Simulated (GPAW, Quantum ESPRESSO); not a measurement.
**Core-hole calculation of the F K edge in NaHF2 (R-3m)**

Aim: the near-edge shape at the F K edge of NaHF2 (R-3m), and what the core hole does to it.

Method: X-ray absorption from dipole matrix elements to empty bands, plane-wave PAW LDA, in GPAW 26.7.0.

Most raw output is cut from this account.

## 1. Starting point

The structure is trigonal, space group R-3m (No. 166). The conventional cell has a = 3.474 Å, b = 3.474 Å, c = 13.750 Å, α = 90.00°, β = 90.00°, γ = 120.00°. Na has 6 F at 2.32 Å nearest. Nearest to F lie 1 H at 1.13 Å and 3 Na at 2.32 Å. Nearest to H lie 2 F at 1.13 Å. Farther neighbours and most contacts between anions are not listed.

## 2. Ground state of the crystal

The ground state comes first: it tells whether the system has a gap, which decides how the excited electron is treated.

Input file scf.py:

```python
import numpy as np
from ase import Atoms
from ase.parallel import parprint, paropen
from gpaw import GPAW, PW, FermiDirac, Mixer, MixerDif, setup_paths
from gpaw.test import gen
setup_paths.insert(0, '.')
gen('F', name='nch1s', xcname='LDA', corehole=(1, 0, 0), write_xml=True)
from gpaw.mpi import world
world.barrier()

atoms = Atoms('NaF2H',
    cell=[[1.737, 1.00285742, 4.58333333],
     [-1.737, 1.00285742, 4.58333333],
     [0, -2.00571484, 4.58333333]],
    scaled_positions=[[0, 0, 0],
     [0.5824, 0.5824, 0.5824],
     [0.4176, 0.4176, 0.4176],
     [0.5, 0.5, 0.5]],
    pbc=True)
atoms.calc = calc = GPAW(legacy_gpaw=True, mode=PW(500, force_complex_dtype=True), xc='LDA', setups={1: 'nch1s'},
    kpts={'size': (8, 8, 8), 'gamma': True}, occupations=FermiDirac(0.05),
    charge=0, mixer=Mixer(0.1, 5, 50), maxiter=150,
    convergence={'density': 0.0001, 'eigenstates': 1e-6}, txt='scf.txt')
energy = atoms.get_potential_energy() + calc.get_reference_energy()
ef = calc.get_fermi_level()
out = dict(energy=energy, fermi=ef, forces=atoms.get_forces().tolist())
parprint(f'all-electron energy {energy:.4f} eV, Fermi level {ef:.4f} eV')
ev = np.array([[calc.get_eigenvalues(k, s) for k in range(len(calc.get_ibz_k_points()))] for s in range(calc.get_number_of_spins())])
out['homo'], out['lumo'], out['counts'] = ev[ev < ef].max(), ev[ev > ef].min(), sorted(set((ev < ef).sum((0, 2)).tolist()))
out['filled'] = (ev[:, 0] < ef).sum(1).tolist()
import json
with paropen('out.json', 'w') as f:
    json.dump(out, f)
```

The run is started by

```
OMP_NUM_THREADS=1 mpirun -n 4 gpaw python scf.py
```

The job ended after 27 s (4 MPI ranks of Arm Neoverse V1, shared host; peak memory 0.21 GiB; 1.8 min of CPU time).

The mesh shows a gap of 6.60 eV, so the hole is first treated in a charged cell, without the excited electron.

## 3. Spectrum without a core hole, F atom 2

This cheap baseline ignores the attraction of the hole: it shows the absorber's empty states as they are in the ground state. The data set with a hole of occupation 0 only carries the core orbital.

The absorber has 1 H at 1.13 Å and 3 Na at 2.32 Å (distorted tetrahedral, site symmetry 3m).

Input file xas.py:

```python
import numpy as np
from ase import Atoms
from ase.parallel import parprint, paropen
from gpaw import GPAW, PW, FermiDirac, Mixer, MixerDif, setup_paths
from gpaw.test import gen
setup_paths.insert(0, '.')
gen('F', name='nch1s', xcname='LDA', corehole=(1, 0, 0), write_xml=True)
from gpaw.mpi import world
world.barrier()

atoms = Atoms('NaF2H',
    cell=[[1.737, 1.00285742, 4.58333333],
     [-1.737, 1.00285742, 4.58333333],
     [0, -2.00571484, 4.58333333]],
    scaled_positions=[[0, 0, 0],
     [0.5824, 0.5824, 0.5824],
     [0.4176, 0.4176, 0.4176],
     [0.5, 0.5, 0.5]],
    pbc=True)
atoms.calc = calc = GPAW(legacy_gpaw=True, mode=PW(500, force_complex_dtype=True), xc='LDA', setups={1: 'nch1s'},
    kpts={'size': (8, 8, 8), 'gamma': True}, occupations=FermiDirac(0.02),
    charge=0, mixer=Mixer(0.1, 5, 50), maxiter=150,
    convergence={'density': 0.0001, 'eigenstates': 1e-6}, txt='scf.txt')
energy = atoms.get_potential_energy() + calc.get_reference_energy()
ef = calc.get_fermi_level()
out = dict(energy=energy, fermi=ef, forces=atoms.get_forces().tolist())
parprint(f'all-electron energy {energy:.4f} eV, Fermi level {ef:.4f} eV')
ev = np.array([[calc.get_eigenvalues(k, s) for k in range(len(calc.get_ibz_k_points()))] for s in range(calc.get_number_of_spins())])
out['homo'], out['lumo'], out['counts'] = ev[ev < ef].max(), ev[ev > ef].min(), sorted(set((ev < ef).sum((0, 2)).tolist()))
out['filled'] = (ev[:, 0] < ef).sum(1).tolist()

from ase.units import Ha
from gpaw.xas import dipole_matrix_elements
nb = int(calc.get_number_of_electrons() / 2) + 32
top = nb
nscf = calc.fixed_density(kpts={'size': (8, 8, 8), 'gamma': True},
    convergence={'eigenstates': 1.0}, txt='nscf.txt')
nscf.diagonalize_full_hamiltonian(nbands=nb)
cell = atoms.cell.array
ops = [cell.T @ U.T @ np.linalg.inv(cell.T) for U in nscf.wfs.kd.symmetry.op_scc]
filled = [11]  # bands filled in the ground state, by spin
E = np.arange(-25, 34, 0.1)
fwhm = np.interp(E, [4, 25], [0.9, 3.5])
Y, X, zero, highest = 0, 0, 1e9, 1e9
for spin in range(nscf.get_number_of_spins()):
    wfs = nscf.wfs
    mine = wfs.bd.get_slice()  # this rank's bands
    A = dipole_matrix_elements(wfs.setups[1])
    eps = np.zeros((wfs.kd.nibzkpts, nb))
    d = np.zeros((3, A.shape[1], wfs.kd.nibzkpts, nb), complex)
    for kpt in wfs.kpt_u:
        if kpt.s == spin and 1 in kpt.P_ani:
            eps[kpt.k, mine] = kpt.eps_n * Ha
            d[:, :, kpt.k, mine] = (kpt.weight * wfs.nspins / 2) ** 0.5 * np.inner(A, kpt.P_ani[1])
    world.sum(eps)
    world.sum(d)
    T = np.einsum('amkn,bmkn->abkn', d, d.conj()).real
    T = sum(np.einsum('ai,ijkn,bj->abkn', R, T, R) for R in ops) / len(ops)
    empty = np.ones_like(eps, bool) & (np.arange(nb) >= filled[spin])
    zero, highest = min(zero, eps[empty].min()), min(highest, eps[:, top - 1].min())
    lines = [(eps, T, empty)] if spin == 0 else lines + [(eps, T, empty)]
for eps, T, empty in lines:
    f = np.einsum('aakn->akn', T).reshape(3, -1)
    x = eps.ravel() - zero
    w = np.interp(x, E, fwhm) / 2.35482
    g = np.exp(-0.5 * ((E[:, None] - x) / w) ** 2) / (w * (2 * np.pi) ** 0.5)
    Y = Y + (f * empty.ravel()) @ g.T
    X = X + (f * ~empty.ravel()) @ g.T
out.update(E=E.round(2).tolist(), xas=Y.tolist(), xes=X.tolist(), zero=zero, valid=highest - zero, nk=len(eps), nb=nb)
for i in range(0, len(E), 10):
    parprint(f'{E[i]:7.2f}', *(f'{v:10.3e}' for v in Y[:, i]))
import json
with paropen('out.json', 'w') as f:
    json.dump(out, f)
```

The run is started by

```
OMP_NUM_THREADS=1 mpirun -n 4 gpaw python xas.py
```

The job ended after 4.3 min (4 MPI ranks; peak memory 0.42 GiB; 17 min of CPU time).

The F K spectrum, F atom 2, no core hole (energy from the lowest empty level; intensity scaled to a mean of 1 over the first 20 eV; polarised curves are means over the symmetry-equivalent atoms):

```tsv
E (eV)	isotropic	ε ⊥ c	ε ∥ c
-2.0	0.00	0.00	0.00
-1.0	0.00	0.00	0.00
0.0	0.01	0.01	0.01
1.0	0.11	0.11	0.12
2.0	0.29	0.29	0.27
3.0	0.49	0.54	0.39
4.0	0.83	0.92	0.64
5.0	1.19	1.42	0.73
6.0	1.17	1.43	0.64
7.0	1.07	1.22	0.76
8.0	1.10	1.01	1.28
9.0	1.42	0.82	2.62
10.0	1.98	0.67	4.59
11.0	1.77	0.64	4.02
12.0	1.59	1.15	2.47
13.0	1.52	1.31	1.92
14.0	0.86	0.75	1.09
15.0	0.56	0.55	0.58
16.0	0.70	0.81	0.49
17.0	0.95	1.13	0.58
18.0	1.01	1.19	0.67
19.0	0.92	1.06	0.66
20.0	0.81	0.92	0.59
21.0	0.75	0.86	0.53
22.0	0.70	0.82	0.47
23.0	0.64	0.75	0.44
24.0	0.60	0.68	0.45
25.0	0.61	0.67	0.49
26.0	0.66	0.72	0.53
27.0	0.72	0.78	0.58
28.0	0.76	0.81	0.67
29.0	0.78	0.79	0.77
30.0	0.77	0.74	0.84
31.0	0.73	0.68	0.83
32.0	0.65	0.60	0.74
```

Main maxima below 24 eV (height): 5.4 eV (1.27), 10.3 eV (2.02), 12.5 eV (1.64) and 17.8 eV (1.02). A K edge sees empty p states on the absorber.

The same matrix elements for filled bands give the F K emission of F atom 2 (ground-state approximation; energy from the lowest empty level, largest value 1):

```tsv
E (eV)	emission
-24.00	0.00
-23.25	0.00
-22.50	0.00
-21.75	0.00
-21.00	0.00
-20.25	0.00
-19.50	0.00
-18.75	0.00
-18.00	0.00
-17.25	0.00
-16.50	0.00
-15.75	0.00
-15.00	0.00
-14.25	0.00
-13.50	0.00
-12.75	0.00
-12.00	0.02
-11.25	0.20
-10.50	0.05
-9.75	0.00
-9.00	0.01
-8.25	0.23
-7.50	0.83
-6.75	0.79
-6.00	0.06
-5.25	0.00
-4.50	0.00
-3.75	0.00
-3.00	0.00
-2.25	0.00
-1.50	0.00
-0.75	0.00
0.00	0.00
0.75	0.00
1.50	0.00
2.25	0.00
3.00	0.00
```

Emission maxima: -11.2 eV (0.20) and -7.2 eV (1.00).

## 4. Supercell without a hole, the energy reference

The photon energy needs a difference of total energies, so the cell and mesh of the coming hole run are first run without a hole.

Edit scf.py of step 2 so:

```diff
@@ -10,13 +10,25 @@
 
-atoms = Atoms('NaF2H',
-    cell=[[1.737, 1.00285742, 4.58333333],
-     [-1.737, 1.00285742, 4.58333333],
-     [0, -2.00571484, 4.58333333]],
+atoms = Atoms('Na4F8H4',
+    cell=[[3.474, -2.00571484, 4.58333333],
+     [-3.474, -2.00571484, 4.58333333],
+     [0, -4.01142967, -4.58333333]],
     scaled_positions=[[0, 0, 0],
-     [0.5824, 0.5824, 0.5824],
-     [0.4176, 0.4176, 0.4176],
-     [0.5, 0.5, 0.5]],
+     [0.5, 0.5, 0],
+     [0, 0.5, 0.5],
+     [0.5, 0, 0.5],
+     [0.5824, 0.5824, 0.4176],
+     [0.0824, 0.0824, 0.4176],
+     [0.5824, 0.0824, 0.9176],
+     [0.0824, 0.5824, 0.9176],
+     [0.4176, 0.4176, 0.5824],
+     [0.9176, 0.9176, 0.5824],
+     [0.4176, 0.9176, 0.0824],
+     [0.9176, 0.4176, 0.0824],
+     [0.5, 0.5, 0.5],
+     [0, 0, 0.5],
+     [0.5, 0, 0],
+     [0, 0.5, 0]],
     pbc=True)
-atoms.calc = calc = GPAW(legacy_gpaw=True, mode=PW(500, force_complex_dtype=True), xc='LDA', setups={1: 'nch1s'},
-    kpts={'size': (8, 8, 8), 'gamma': True}, occupations=FermiDirac(0.05),
+atoms.calc = calc = GPAW(legacy_gpaw=True, mode=PW(500, force_complex_dtype=True), xc='LDA', setups={4: 'nch1s'},
+    kpts={'size': (3, 3, 3), 'gamma': True}, occupations=FermiDirac(0.02),
     charge=0, mixer=Mixer(0.1, 5, 50), maxiter=150,
```

The run is started by

```
OMP_NUM_THREADS=1 mpirun -n 4 gpaw python scf.py
```

It took 17 s on 4 MPI ranks; peak memory 0.25 GiB; 67 s of CPU time.

Reference energy: -39308.797 eV with the cores included.

## 5. Spectrum with FCH, F atom 2

The holes are 6.1 Å apart. In GPAW the data set carries the hole's charge, so charge=0 means a charged cell and charge=-1 a neutral one. The excited electron is left out and a uniform background balances the charge. After the field has converged, empty bands are computed with the density fixed and the dipole matrix elements are summed.

Edit xas.py of step 3 so:

```diff
@@ -6,3 +6,3 @@
 setup_paths.insert(0, '.')
-gen('F', name='nch1s', xcname='LDA', corehole=(1, 0, 0), write_xml=True)
+gen('F', name='fch1s', xcname='LDA', corehole=(1, 0, 1), write_xml=True)
 from gpaw.mpi import world
@@ -10,13 +10,25 @@
 
-atoms = Atoms('NaF2H',
-    cell=[[1.737, 1.00285742, 4.58333333],
-     [-1.737, 1.00285742, 4.58333333],
-     [0, -2.00571484, 4.58333333]],
+atoms = Atoms('Na4F8H4',
+    cell=[[3.474, -2.00571484, 4.58333333],
+     [-3.474, -2.00571484, 4.58333333],
+     [0, -4.01142967, -4.58333333]],
     scaled_positions=[[0, 0, 0],
-     [0.5824, 0.5824, 0.5824],
-     [0.4176, 0.4176, 0.4176],
-     [0.5, 0.5, 0.5]],
+     [0.5, 0.5, 0],
+     [0, 0.5, 0.5],
+     [0.5, 0, 0.5],
+     [0.5824, 0.5824, 0.4176],
+     [0.0824, 0.0824, 0.4176],
+     [0.5824, 0.0824, 0.9176],
+     [0.0824, 0.5824, 0.9176],
+     [0.4176, 0.4176, 0.5824],
+     [0.9176, 0.9176, 0.5824],
+     [0.4176, 0.9176, 0.0824],
+     [0.9176, 0.4176, 0.0824],
+     [0.5, 0.5, 0.5],
+     [0, 0, 0.5],
+     [0.5, 0, 0],
+     [0, 0.5, 0]],
     pbc=True)
-atoms.calc = calc = GPAW(legacy_gpaw=True, mode=PW(500, force_complex_dtype=True), xc='LDA', setups={1: 'nch1s'},
-    kpts={'size': (8, 8, 8), 'gamma': True}, occupations=FermiDirac(0.02),
+atoms.calc = calc = GPAW(legacy_gpaw=True, mode=PW(500, force_complex_dtype=True), xc='LDA', setups={4: 'fch1s'},
+    kpts={'size': (3, 3, 3), 'gamma': True}, occupations=FermiDirac(0.02),
     charge=0, mixer=Mixer(0.1, 5, 50), maxiter=150,
@@ -33,11 +45,10 @@
 from gpaw.xas import dipole_matrix_elements
-nb = int(calc.get_number_of_electrons() / 2) + 32
-top = nb
-nscf = calc.fixed_density(kpts={'size': (8, 8, 8), 'gamma': True},
-    convergence={'eigenstates': 1.0}, txt='nscf.txt')
-nscf.diagonalize_full_hamiltonian(nbands=nb)
+nb = int(calc.get_number_of_electrons() / 2) + 117
+top, nb = nb, nb + 8 + nb // 12
+nscf = calc.fixed_density(kpts={'size': (4, 4, 4), 'gamma': True}, nbands=nb,
+    convergence={'bands': top, 'eigenstates': 5e-3}, maxiter=60, txt='nscf.txt')
 cell = atoms.cell.array
 ops = [cell.T @ U.T @ np.linalg.inv(cell.T) for U in nscf.wfs.kd.symmetry.op_scc]
-filled = [11]  # bands filled in the ground state, by spin
-E = np.arange(-25, 34, 0.1)
+filled = [44]  # bands filled in the ground state, by spin
+E = np.arange(-6, 34, 0.1)
 fwhm = np.interp(E, [4, 25], [0.9, 3.5])
@@ -47,3 +58,3 @@
     mine = wfs.bd.get_slice()  # this rank's bands
-    A = dipole_matrix_elements(wfs.setups[1])
+    A = dipole_matrix_elements(wfs.setups[4])
     eps = np.zeros((wfs.kd.nibzkpts, nb))
@@ -51,5 +62,5 @@
     for kpt in wfs.kpt_u:
-        if kpt.s == spin and 1 in kpt.P_ani:
+        if kpt.s == spin and 4 in kpt.P_ani:
             eps[kpt.k, mine] = kpt.eps_n * Ha
-            d[:, :, kpt.k, mine] = (kpt.weight * wfs.nspins / 2) ** 0.5 * np.inner(A, kpt.P_ani[1])
+            d[:, :, kpt.k, mine] = (kpt.weight * wfs.nspins / 2) ** 0.5 * np.inner(A, kpt.P_ani[4])
     world.sum(eps)
```

The run is started by

```
OMP_NUM_THREADS=1 mpirun -n 4 gpaw python xas.py
```

The job ended after 97 s (4 MPI ranks; peak memory 0.44 GiB).

The F K spectrum, F atom 2, full core hole (charged cell) (energy from the lowest empty level; intensity scaled to a mean of 1 over the first 20 eV; polarised curves are means over the symmetry-equivalent atoms):

```tsv
E (eV)	isotropic	ε ⊥ c	ε ∥ c
-2.00	0.00	0.00	0.00
-1.25	0.00	0.00	0.00
-0.50	0.00	0.00	0.00
0.25	0.04	0.02	0.08
1.00	0.16	0.05	0.38
1.75	0.27	0.13	0.56
2.50	0.68	0.71	0.64
3.25	1.37	1.31	1.48
4.00	1.98	1.87	2.21
4.75	2.13	1.61	3.16
5.50	1.28	1.18	1.50
6.25	1.90	1.03	3.63
7.00	2.58	1.10	5.52
7.75	1.85	0.95	3.65
8.50	1.08	0.76	1.72
9.25	0.59	0.53	0.72
10.00	0.52	0.52	0.53
10.75	0.67	0.73	0.54
11.50	0.86	1.04	0.52
12.25	1.05	1.32	0.51
13.00	0.92	1.14	0.49
13.75	0.64	0.73	0.46
14.50	0.54	0.59	0.44
15.25	0.62	0.72	0.41
16.00	0.78	0.99	0.37
16.75	0.92	1.19	0.38
17.50	0.94	1.19	0.43
18.25	0.87	1.06	0.48
19.00	0.76	0.90	0.50
19.75	0.68	0.77	0.48
20.50	0.63	0.71	0.47
21.25	0.62	0.70	0.47
22.00	0.62	0.69	0.47
22.75	0.61	0.67	0.47
23.50	0.61	0.67	0.50
24.25	0.65	0.70	0.55
25.00	0.71	0.76	0.61
25.75	0.77	0.82	0.67
26.50	0.82	0.87	0.72
27.25	0.84	0.87	0.76
28.00	0.83	0.84	0.80
28.75	0.80	0.78	0.85
29.50	0.76	0.71	0.87
30.25	0.71	0.65	0.84
31.00	0.66	0.60	0.76
31.75	0.60	0.56	0.66
```

Main maxima below 24 eV (height): 4.5 eV (2.27), 6.9 eV (2.59), 12.4 eV (1.05) and 17.3 eV (0.95). 

The hole costs E(hole) − E(ground) = 688.36 eV, and the lowest empty level of the hole cell on the spectrum's mesh lies at 2.55 eV, which puts the zero at 690.91 eV. One term is added: -9.89 eV, since the hole is spin-paired here and a spin-polarised one costs that much less in the free atom (computed apart). The photon energy is then 681.02 eV. The functional and the charged cell's background leave an error in such absolute values: in the free atom LDA prices this hole 4.7 eV below PBE (computed apart), and PBE is itself good to a few eV.

## 6. Excitation energy, F atom 2

With the excited electron kept in the cell the system stays neutral, and the energy difference is an excitation energy by itself. In a small cell that electron takes up a good share of the lowest empty band, or all of one, which shifts the value from the true onset.

Changed against the first core-hole run: core hole to XCH, with the smearing that suits a partly filled band.

Edit scf.py of step 4 so:

```diff
@@ -6,3 +6,3 @@
 setup_paths.insert(0, '.')
-gen('F', name='nch1s', xcname='LDA', corehole=(1, 0, 0), write_xml=True)
+gen('F', name='fch1s', xcname='LDA', corehole=(1, 0, 1), write_xml=True)
 from gpaw.mpi import world
@@ -31,5 +31,5 @@
     pbc=True)
-atoms.calc = calc = GPAW(legacy_gpaw=True, mode=PW(500, force_complex_dtype=True), xc='LDA', setups={4: 'nch1s'},
-    kpts={'size': (3, 3, 3), 'gamma': True}, occupations=FermiDirac(0.02),
-    charge=0, mixer=Mixer(0.1, 5, 50), maxiter=150,
+atoms.calc = calc = GPAW(legacy_gpaw=True, mode=PW(500, force_complex_dtype=True), xc='LDA', setups={4: 'fch1s'},
+    kpts={'size': (3, 3, 3), 'gamma': True}, occupations=FermiDirac(0.04),
+    charge=-1, mixer=Mixer(0.1, 5, 50), maxiter=150,
     convergence={'density': 0.0001, 'eigenstates': 1e-6}, txt='scf.txt')
```

The run is started by

```
OMP_NUM_THREADS=1 mpirun -n 4 gpaw python scf.py
```

It took 17 s on 4 MPI ranks; peak memory 0.25 GiB; 67 s of CPU time.

The total-energy difference is 691.62 eV. With the free-atom term of -9.89 eV for this edge, the photon energy is 681.73 eV.

## 7. What the core hole does

Both curves are counted from their own zero, so only the shift of weight within the empty states shows.

```tsv
E (eV)	no hole	FCH
-2.0	0.00	0.00
-1.0	0.00	0.00
0.0	0.01	0.02
1.0	0.11	0.16
2.0	0.29	0.32
3.0	0.49	1.11
4.0	0.83	1.98
5.0	1.19	1.80
6.0	1.17	1.54
7.0	1.07	2.58
8.0	1.10	1.57
9.0	1.42	0.71
10.0	1.98	0.52
11.0	1.77	0.72
12.0	1.59	1.01
13.0	1.52	0.92
14.0	0.86	0.58
15.0	0.56	0.58
16.0	0.70	0.78
17.0	0.95	0.94
18.0	1.01	0.90
19.0	0.92	0.76
20.0	0.81	0.66
21.0	0.75	0.62
22.0	0.70	0.62
23.0	0.64	0.61
24.0	0.60	0.63
25.0	0.61	0.71
26.0	0.66	0.79
27.0	0.72	0.83
28.0	0.76	0.83
29.0	0.78	0.79
30.0	0.77	0.73
31.0	0.73	0.66
32.0	0.65	0.58
```

With each curve scaled to its own mean, the area from −2 to 6 eV with the hole is 6.2 against 3.5, and the centre of weight from −1 to 20 eV moves by -1.5 eV: the hole pulls the absorber's empty states down.

## 8. Runs not followed above

These runs aren't followed: redraws of a spectrum that repeat one shown, runs with a planted fault or a state judged unsound, or a program's part that gave no sound spectrum.

| program | step | status | elapsed |
| --- | --- | --- | --- |
| Quantum ESPRESSO | ground state | crashed | 13 s |

## 9. Results

| Item | Value |
| --- | --- |
| absorber and edge | F K, atom 2 of the ground-state input (counted from 1) |
| surroundings | 1 H at 1.13 Å and 3 Na at 2.32 Å (distorted tetrahedral, site symmetry 3m) |
| highest intensity below 16 eV | 6.9 eV above the zero, height 2.59 |
| photon energy of the zero, with the added terms | 681.0 eV (raw 690.9 eV; LDA puts this hole about 5 eV below PBE, itself good to a few eV) |

**Reading.** The F K edge of atom 2, with 1 H at 1.13 Å and 3 Na at 2.32 Å (distorted tetrahedral, site symmetry 3m), has its highest intensity of the first 16 eV at 6.9 eV above the zero, near 688 eV in photon energy (LDA puts this hole about 5 eV below PBE, itself good to a few eV), 2.6 times the mean level of the first 20 eV (Gaussian full width 0.9 eV up to 4 eV, rising linearly to 3.5 eV at 25 eV). With each curve scaled to its own mean, the area from −2 to 6 eV with the hole is 6.2 against 3.5, and the centre of weight from −1 to 20 eV moves by -1.5 eV: the hole pulls the absorber's empty states down. The neutral-cell energy lies +0.7 eV from the charged-cell zero, a gap made of the charged-cell error and of where the added electron settles. At the F K edge of atom 2 polarisation matters most near 6.9 eV, where the curves differ by 4.5 on this scale. The same cell was also set up in Quantum ESPRESSO; that part failed, was judged unsound or used a data set known to give false states; its runs are listed without their results. The holes are only 6.1 Å apart, so the shape is probably not converged with cell size; no larger cell was run here. The mesh is coarse (0.28 Å⁻¹ between points), so small maxima may be mesh ripples. The structure is a published determination, not relaxed.

[Logs are printed without paths, hosts, clocks, repeated set-up lines and the standing remarks that a program may print on its own settings, such as how far it seeks lower states.]

[Hosts, paths, dates, database ids (printed as entryN), source tags and the programs' standing remarks are cut or masked in the printed files.]

[Lists of maxima count a maximum above −3 eV only where it reaches 4 % of the highest in the window and stands out from its surroundings by 2 % of it (1.5 % where it reaches 55 %); shoulders and weaker maxima are passed over, and of the rest the first, up to two pre-edge ones and the few strongest are named.]
